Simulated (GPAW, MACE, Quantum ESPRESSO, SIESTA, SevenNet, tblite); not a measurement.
# Running amorphous Si0.4Ge0.6 (101 atoms) with GPAW, part 2 of 2

Wanted: GPAW inputs and outputs for amorphous Si0.4Ge0.6 (101 atoms), checked against a plane-wave reference.

Program: GPAW 26.7.0; the method stands at each step. Banners, paths, timers and routine set-up lines are dropped from the logs unmarked, and long logs keep their key lines alone; longer cuts are marked.

So far. Step 3 (PBE, plane waves 450 eV): The run ends at a pressure of 0.66 GPa, with forces up to 2.8 eV/Å. Step 4 (PBE, LCAO sz(dzp), h 0.2 Å): Against the first run (12 %), the force difference from the reference is 61 %, at 0.23 times the CPU time, with 404 basis functions against 1313: the smaller basis costs accuracy.

### 5. PBE, LCAO szp(dzp), h 0.2 Å

Method: Kohn-Sham DFT, PBE, PAW, atomic orbitals (szp(dzp)).

Input file run.py:

```python
import numpy as np
from ase.io import read
from gpaw import GPAW, FermiDirac

atoms = read("structure.xyz")
atoms.calc = GPAW(
    mode="lcao",
    basis="szp(dzp)",
    h=0.2,
    xc="PBE",
    kpts={"size": (1, 1, 1), "gamma": True},
    occupations=FermiDirac(0.05),
    maxiter=200,
    symmetry={"point_group": False},
    txt="gpaw.txt",
)
energy = atoms.get_potential_energy(force_consistent=True)
forces = atoms.get_forces()
print(f"energy {energy:.6f} eV")
print("forces (eV/A)")
for i, (a, f) in enumerate(zip(atoms, forces)):
    print(f"{i:4d} {a.symbol:2s} {f[0]:10.5f} {f[1]:10.5f} {f[2]:10.5f}")
print(f"Fermi level {atoms.calc.get_fermi_level():.4f} eV")
for k in range(len(atoms.calc.get_ibz_k_points())):
    for s in range(atoms.calc.get_number_of_spins()):
        e = atoms.calc.get_eigenvalues(kpt=k, spin=s)
        n = np.searchsorted(e, atoms.calc.get_fermi_level())
        print(f"k {k} spin {s} levels about the Fermi level:", np.round(e[max(n - 6, 0):n], 4).tolist(), "|", np.round(e[n:n + 6], 4).tolist())
```

Input file structure.xyz:

```xyz
101
Lattice="13.08230 0.00000 0.00000 0.00000 13.08230 0.00000 0.00000 0.00000 13.08230" Properties=species:S:1:pos:R:3 pbc="T T T"
[... 101 atom lines left out: the same atoms as in the first run ...]
```

Started as:

```bash
OMP_NUM_THREADS=1 python run.py > output.txt
```

Numbers of over 12 decimals in the logs are rounded to 6 here.

What it wrote:

```text
energy -427.820362 eV
forces (eV/A)
   0 Si    0.79631    0.13017    0.56597
   1 Si    0.03969   -0.28262   -1.03626
   2 Si    0.23641   -0.32306   -0.71938
   3 Si    0.00532   -0.11341    0.67832
   4 Si   -0.17487    0.21404   -1.12363
   5 Si    0.05382    0.50894   -0.04560
[...]
98 Ge   -0.56416   -0.60501    0.62085
  99 Ge   -1.37949    0.87167   -0.05928
 100 Ge   -0.74839   -0.48681    0.05420
Fermi level 5.3417 eV
k 0 spin 0 levels about the Fermi level: [5.133, 5.1703, 5.2421, 5.2779, 5.3155, 5.3362] | [5.4179, 5.5045, 5.5605, 5.6135, 5.6412, 5.6744]
```

gpaw.txt:

```text
Input parameters:
  mode=LCAO(),
  basis={'default': 'szp(dzp)'},
  h=0.2,
  kpts=MonkhorstPack(size=(1, 1, 1), gamma=True),
  maxiter=200,
  occupations=Occupations(name='fermi-dirac', width=0.05, fixmagmom=False),
[... lines left out ...]
  Fermi-Dirac:
[... lines left out ...]
convergence criteria:
- Maximum [total energy] change in last 3 cyles: 0.0005 eV / valence electron
[... lines left out ...]
Converged in 19 steps
[... lines left out ...]
  Free energy:    -427.820362
[... lines left out ...]
Fermi level: 5.342
[... lines left out ...]
|        ... |               |           |
|        246 |         7.674 |     0.000 |
Gap: 0.082 eV
Transition (v -> c):
  (s=0, k=0, n=202, [0.00, 0.00, 0.00]) -> (s=0, k=0, n=203, [0.00, 0.00, 0.00])
No difference between direct/indirect transitions
Force computation time: 36.820  # s
timing:  # [seconds]
  Total:  351.901  # ━━━━━━━━━━━━━━━━━━━━━━━━━━━━━━━━━━━━━━━━━━━━━━━━━━━━━━━━
  Init:    12.802  # ━━
  SCF:    302.252  # ━━━━━━━━━━━━━━━━━━━━━━━━━━━━━━━━━━━━━━━━━━━━━━━━
  Forces:  36.820  # ━━━━━━
```

Wall time 5.9 min (1 thread of Arm Neoverse V1, shared host); peak memory 2 GiB.

Against the reference:

* r.m.s. force component: 0.6525 eV/Å
* r.m.s. difference of force components: 155.7 meV/Å
* longest difference of force vectors: 538.9 meV/Å
* force difference over r.m.s. force: 29.16 %
* slope of forces against the reference's: 1.204
* correlation of force components: 0.9854

This is a coarse setting, run to see what it loses.

Against the first run (12 %), the force difference from the reference is 29 %, at 0.74 times the CPU time, with 909 basis functions against 1313: the smaller basis costs accuracy.

### 6. Side by side

Differences are against the plane-wave reference, forces as r.m.s. over components; share is that over the reference's r.m.s. force, slope the least-squares factor from reference forces to these. Total energies of different programs have different zeros and aren't compared.

```
                                      run  Δ force, r.m.s. (meV/Å)  share (%)  slope  Δ pressure (GPa)  cores  CPU time  memory (GiB)
                                reference                        -          -      -                 -      4    40 min           6.8
              GPAW PBE, LCAO dzp, h 0.2 Å                     65.0       12.2  1.093                 -      1     8 min           2.0
             GPAW PBE, plane waves 450 eV                     22.7       4.26  1.030             0.369      4    30 min           3.3
 GPAW PBE, LCAO sz(dzp), h 0.2 Å (coarse)                      325       60.9  1.283                 -      1   1.9 min           1.5
GPAW PBE, LCAO szp(dzp), h 0.2 Å (coarse)                      156       29.2  1.204                 -      1   5.9 min           2.0
```

Rows marked coarse were listed beforehand as settings not expected to be converged; some can still land near the reference.

CPU time is summed over cores on a shared host, where runs went side by side, so it is rough. Symmetry, cutoffs, thresholds, outputs and thread counts weren't matched or tuned between programs; memory under MPI is the largest rank's times the ranks.

### 7. What came out

```json
{
 "nearest in forces": "GPAW PBE, plane waves 450 eV, 4.3 %",
 "its CPU time": "30 min"
}
```

**Reading.** PBE on plane waves or a grid with other potentials, cutoffs or grids, coarse settings apart, differs from the reference by 4.3 % (GPAW PBE, plane waves 450 eV) of the r.m.s. force; this holds the reference's own error, so differences of a few per cent don't tell which side is nearer the exact PBE result. The PBE run in local orbitals, coarse settings apart, differs by 12 % (GPAW PBE, LCAO dzp, h 0.2 Å); basis, grid and potentials can all enter. Runs with settings chosen to be coarse differ by 29 % (GPAW PBE, LCAO szp(dzp), h 0.2 Å) to 61 % (GPAW PBE, LCAO sz(dzp), h 0.2 Å), their programs' other errors included. Of the electronic-structure runs that take under half the reference's CPU time, GPAW PBE, LCAO dzp, h 0.2 Å comes nearest, at 12 % in 8 min against 40 min. GPAW PBE, LCAO szp(dzp), h 0.2 Å stiffens the forces by a factor of 1.20 while following their directions (correlation 0.985); the slopes of the 4 GPAW runs lie between 1.03 and 1.28. The potentials hold different valence shells: 1014 electrons in the reference, 404 in GPAW; this bears on time and differences. GPAW's setups keep the filled d shell of Ge in the core. The reference's pressure holds the uncorrected Pulay stress of its 45 Ry basis, so small pressure differences, and their order, may be the reference's own error. The quench rate of 500 K/ps is many orders above laboratory rates, so the cell is likely richer in defects and strain than a real sample. The network of bonds at the start is that of the classical potential that made the cell, and needn't be the one that DFT or experiment would give. The electronic-structure runs sample only Γ, in a cell whose shortest periodic width is 13 Å, which is coarse for a cell with partly filled levels.

[Also dropped from logs without a mark: logging warnings of Python, and SIESTA's first energy breakdown and zero terms.]

[Logs are printed without paths, hosts, clocks, repeated set-up lines and the standing remarks that a program may print on its own settings, such as how far it seeks lower states.]

[Hosts, paths, dates, database ids (printed as entryN), source tags and the programs' standing remarks are cut or masked in the printed files.]
